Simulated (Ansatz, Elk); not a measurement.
**Bonding as seen by X-rays: Mg3Ti2S2**

Structure refinements treat a crystal as free atoms side by side. For a made-up structure of Mg3Ti2S2 (cell and positions from a r2SCAN relaxation) the runs below show what the calculated density changes in F(hkl).

Main program and level: Elk 11.2.3 (patched build); DFT, PBE, all-electron APW+lo, Dirac cores, scalar-relativistic bands, static density, no spin.

This account leaves out most program logs.

The structure was built from a prototype and need not be the compound's stable phase.

### 1. The structure

Symmetry: R-3m, No. 166, trigonal system. Conventional cell: a = 5.873 Å, b = 5.873 Å, c = 13.766 Å, α = 90.00°, β = 90.00°, γ = 120.00°. Nearest to Ti lie 6 Mg at 2.85 Å. Nearest to Ti lie 2 S at 2.35 Å. Nearest to S lie 1 Ti at 2.35 Å and 3 Mg at 2.81 Å. Nearest to Mg lie 2 S at 2.81 Å and 4 Ti at 2.85 to 2.94 Å and 4 Mg at 2.94 Å. Farther neighbours and most contacts between anions are not listed.

### 2. Ground state and structure factors

An all-electron density is needed, since X-rays see the cores too. Task 0 finds the density and task 195 Fourier-transforms it; tshift is off so that phases refer to the origin typed.

Input file elk.in:

```
tasks
  0
  195

xctype
  20

spinpol
  .false.

rgkmax
  7.0

gmaxvr
  14.0

lmaxo
  7

lmaxapw
  8

swidth
  0.002

tshift
  .false.

ramdisk
  .false.

hmaxvr
  5.5

maxscl
  120

epspot
  1e-06

sppath
  './'

avec
  5.54907473027 3.20375978896 8.67163525030
  -5.54907473027 3.20375978896 8.67163525030
  0.00000000000 -6.40751957886 8.67163524996

atoms
  3
  'Ti.in'
  2
  -0.0000000000 -0.0000000000 0.0000000000   0.000000 0.000000 0.000000
  0.5000000000 0.5000000000 0.5000000000   0.000000 0.000000 0.000000
  'S.in'
  2
  0.6708065273 0.6708065273 0.6708065273   0.000000 0.000000 0.000000
  0.3291934727 0.3291934727 0.3291934727   0.000000 0.000000 0.000000
  'Mg.in'
  3
  0.0000000000 0.5000000000 0.0000000000   0.000000 0.000000 0.000000
  0.5000000000 0.0000000000 0.0000000000   0.000000 0.000000 0.000000
  0.0000000000 0.0000000000 0.5000000000   0.000000 0.000000 0.000000

ngridk
  5 5 5
```

Command:

```
$ OMP_NUM_THREADS=4 elk
```

Elapsed: 32 s, on 4 threads of AMD EPYC 9R14 (Zen 4), shared host; peak memory 0.27 GiB.

SFACRHO.OUT:

```text

h k l indices transformed by vhmat matrix:
   1.000000000       0.000000000       0.000000000    
   0.000000000       1.000000000       0.000000000    
   0.000000000       0.000000000       1.000000000    

      h      k      l  multipl.   |H|            Re(F)            Im(F)           |F|

      0      0      0      1   0.0000000       112.00000      0.34770663E-15   112.00000    
      1      0      0      6  0.69691931      -3.0963258      0.45479911E-14   3.0963258    
     -1     -1     -1      2  0.72456753      -3.2817846     -0.10126109E-13   3.2817846    
      1      0      1      6  0.81283202       12.591688     -0.46315751E-14   12.591688    
      1     -1      0      6   1.1322942       49.090943      0.30626523E-16   49.090943    
     -2     -1     -1      6   1.1664876       14.366981      0.11924489E-13   14.366981    
      1     -1      1      6   1.3295814      -36.575636     -0.99966807E-15   36.575636    
      2      0      1     12   1.3442799       30.868423      0.59453396E-14   30.868423    
     -2     -1     -2      6   1.3732048      -5.0697733     -0.25732846E-14   5.0697733    
     -2      0      0      6   1.3938386       45.036534      0.67130236E-14   45.036534    
      2      2      2      2   1.4491351       76.773636     -0.17723777E-13   76.773636    
      2      2      0      6   1.6256640       45.365430     -0.13664185E-13   45.365430    
      2      0     -1     12   1.7463897      -1.2246861      0.11394122E-13   1.2246861    
      1      3      1      6   1.7798263      -34.943787      0.40968146E-13   34.943787    
     -1      2      1     12   1.7957941       9.9202574     -0.17215264E-13   9.9202574    
     -2     -2     -3      6   1.8126462       1.3058626     -0.13575998E-13   1.3058626    
      1      3      2     12   1.8390439       38.196982     -0.86881343E-14   38.196982    
      2     -1     -1      6   1.9611911       37.441023     -0.68860144E-15   37.441023
```

Elk indexes on the primitive cell of elk.in and gives |H| = 4π sin θ/λ in inverse bohr. Below, one row stands for each form hkl of the conventional cell (m members, Friedel mates merged), F is for one primitive cell and the density is static (no thermal factor). Free-atom factors are Waasmaier and Kirfel's, and R is Σm||F|−|F'||/Σm|F|.

```
hkl   m  sin θ/λ (Å⁻¹)  abs F, DFT  neutral atoms   diff.
101   6          0.105       3.096          3.022  +0.074
003   2          0.109       3.282          3.136  +0.146
012   6          0.122      12.592         12.508  +0.083
110   6          0.170      49.091         48.686  +0.405
104   6          0.175      14.367         14.912  -0.545
021   6          0.200      36.576         36.819  -0.244
113  12          0.202      30.868         30.743  +0.125
015   6          0.206       5.070          4.655  +0.415
202   6          0.210      45.036         45.503  -0.467
006   2          0.218      76.774         77.532  -0.758
024   6          0.244      45.365         45.715  -0.350
211  12          0.263       1.225          1.323  -0.098
205   6          0.268      34.944         35.212  -0.268
122  12          0.270       9.920          9.804  +0.116
```

### 3. The highest occupied states alone

An energy window below the Fermi level keeps the highest occupied states, to see at which angles they scatter; shallow core shells can lie inside it and anion s states outside. No new self-consistency is needed.

Changes to elk.in since step 2:

```diff
@@ -1,3 +1,2 @@
 tasks
-  0
   195
@@ -40,2 +39,5 @@
 
+wsfac
+  -0.351220 0.500020
+
 sppath
```

Command:

```
$ OMP_NUM_THREADS=4 elk
```

Elapsed: 9.6 s, on 4 threads; peak memory 0.18 GiB; 11 s of CPU time.

States within 15 eV below the Fermi level hold 26.00 electrons; any levels below the window count with the cores. Their amplitudes can exceed the total, where window and core parts have opposite phase:

```
hkl  sin θ/λ (Å⁻¹)  abs F, window  abs F, all
101          0.105          3.326       3.096
003          0.109          5.871       3.282
012          0.122          0.877      12.592
110          0.170          7.330      49.091
104          0.175          0.266      14.367
021          0.200          1.449      36.576
113          0.202          3.399      30.868
015          0.206          2.309       5.070
202          0.210          0.369      45.036
006          0.218          3.445      76.774
```

### 4. Another functional

The difference from free atoms is small, so it is set against the change that LDA (Perdew-Wang) makes.

Changes to elk.in since step 3:

```diff
@@ -1,2 +1,3 @@
 tasks
+  0
   195
@@ -4,3 +5,3 @@
 xctype
-  20
+  3
 
@@ -39,5 +40,2 @@
 
-wsfac
-  -0.351220 0.500020
-
 sppath
```

Command:

```
$ OMP_NUM_THREADS=4 elk
```

Run time: 24 s. Hardware: 4 threads; peak memory 0.22 GiB.

Against the first run R = 0.14 %; the largest change is -0.086 at 009.

### 5. Basis size

A smaller basis shows how fast F responds to it; the change is likely larger than the basis error of the first run, but doesn't show convergence.

Changes to elk.in since step 4:

```diff
@@ -5,3 +5,3 @@
 xctype
-  3
+  20
 
@@ -11,3 +11,3 @@
 rgkmax
-  7.0
+  5.5
```

Command:

```
$ OMP_NUM_THREADS=4 elk
```

The job ended after 29 s (4 threads; peak memory 0.24 GiB; 71 s of CPU time).

Against the first run R = 0.08 %; the largest change is +0.066 at 226.

### 6. Settings against the effect

```
              run  R against the first run (%)  R against neutral atoms, low angle (%)  wall time
    PBE, rgkmax 7                         0.00                                    0.97       32 s
LDA (Perdew-Wang)                         0.14                                    0.93       24 s
       rgkmax 5.5                         0.08                                    0.97       29 s
```

### 7. Outcome

```json
{"R against neutral atoms, sin θ/λ < 0.3 Å⁻¹": "0.97 %", "R against neutral atoms, 0.3 to 0.67 Å⁻¹": "0.39 %"}
```

Independent neutral atoms miss the calculated amplitudes by R = 0.97 % below 0.3 Å⁻¹ and 0.39 % from there to 0.67 Å⁻¹; by shells, 1.23 % below 0.15 Å⁻¹ (3 forms), 0.96 % 0.15 to 0.3 (15 forms), 0.49 % 0.3 to 0.45 (34 forms), 0.35 % above 0.45 (97 forms). Bonding, aspherical density and the tables' own atoms all enter these figures, and the runs don't part them. The largest change of an amplitude is -0.76 electrons, at 006. Weak lines can change much in proportion: 009 goes from 4.48 to 5.18. The window's part falls from 26.0 electrons at the origin to at most 0.47 between 0.45 and 0.67 Å⁻¹. Below 0.3 Å⁻¹ the changes that finished (LDA (Perdew-Wang) and rgkmax 5.5) move F by R = 0.09 % at most, against the 0.97 % that separates it from free atoms. The k-mesh has no finished test. These runs have no spin, though d or f shells may be open. Part of the difference isn't bonding: the tables are fits to free atoms and ions calculated by other methods than this functional. Thermal motion, anomalous dispersion and extinction are left out.

[Logs are printed without paths, hosts, clocks, repeated set-up lines and the standing remarks that a program may print on its own settings, such as how far it seeks lower states.]

[Hosts, paths, dates, database ids (printed as entryN), source tags and the programs' standing remarks are cut or masked in the printed files.]
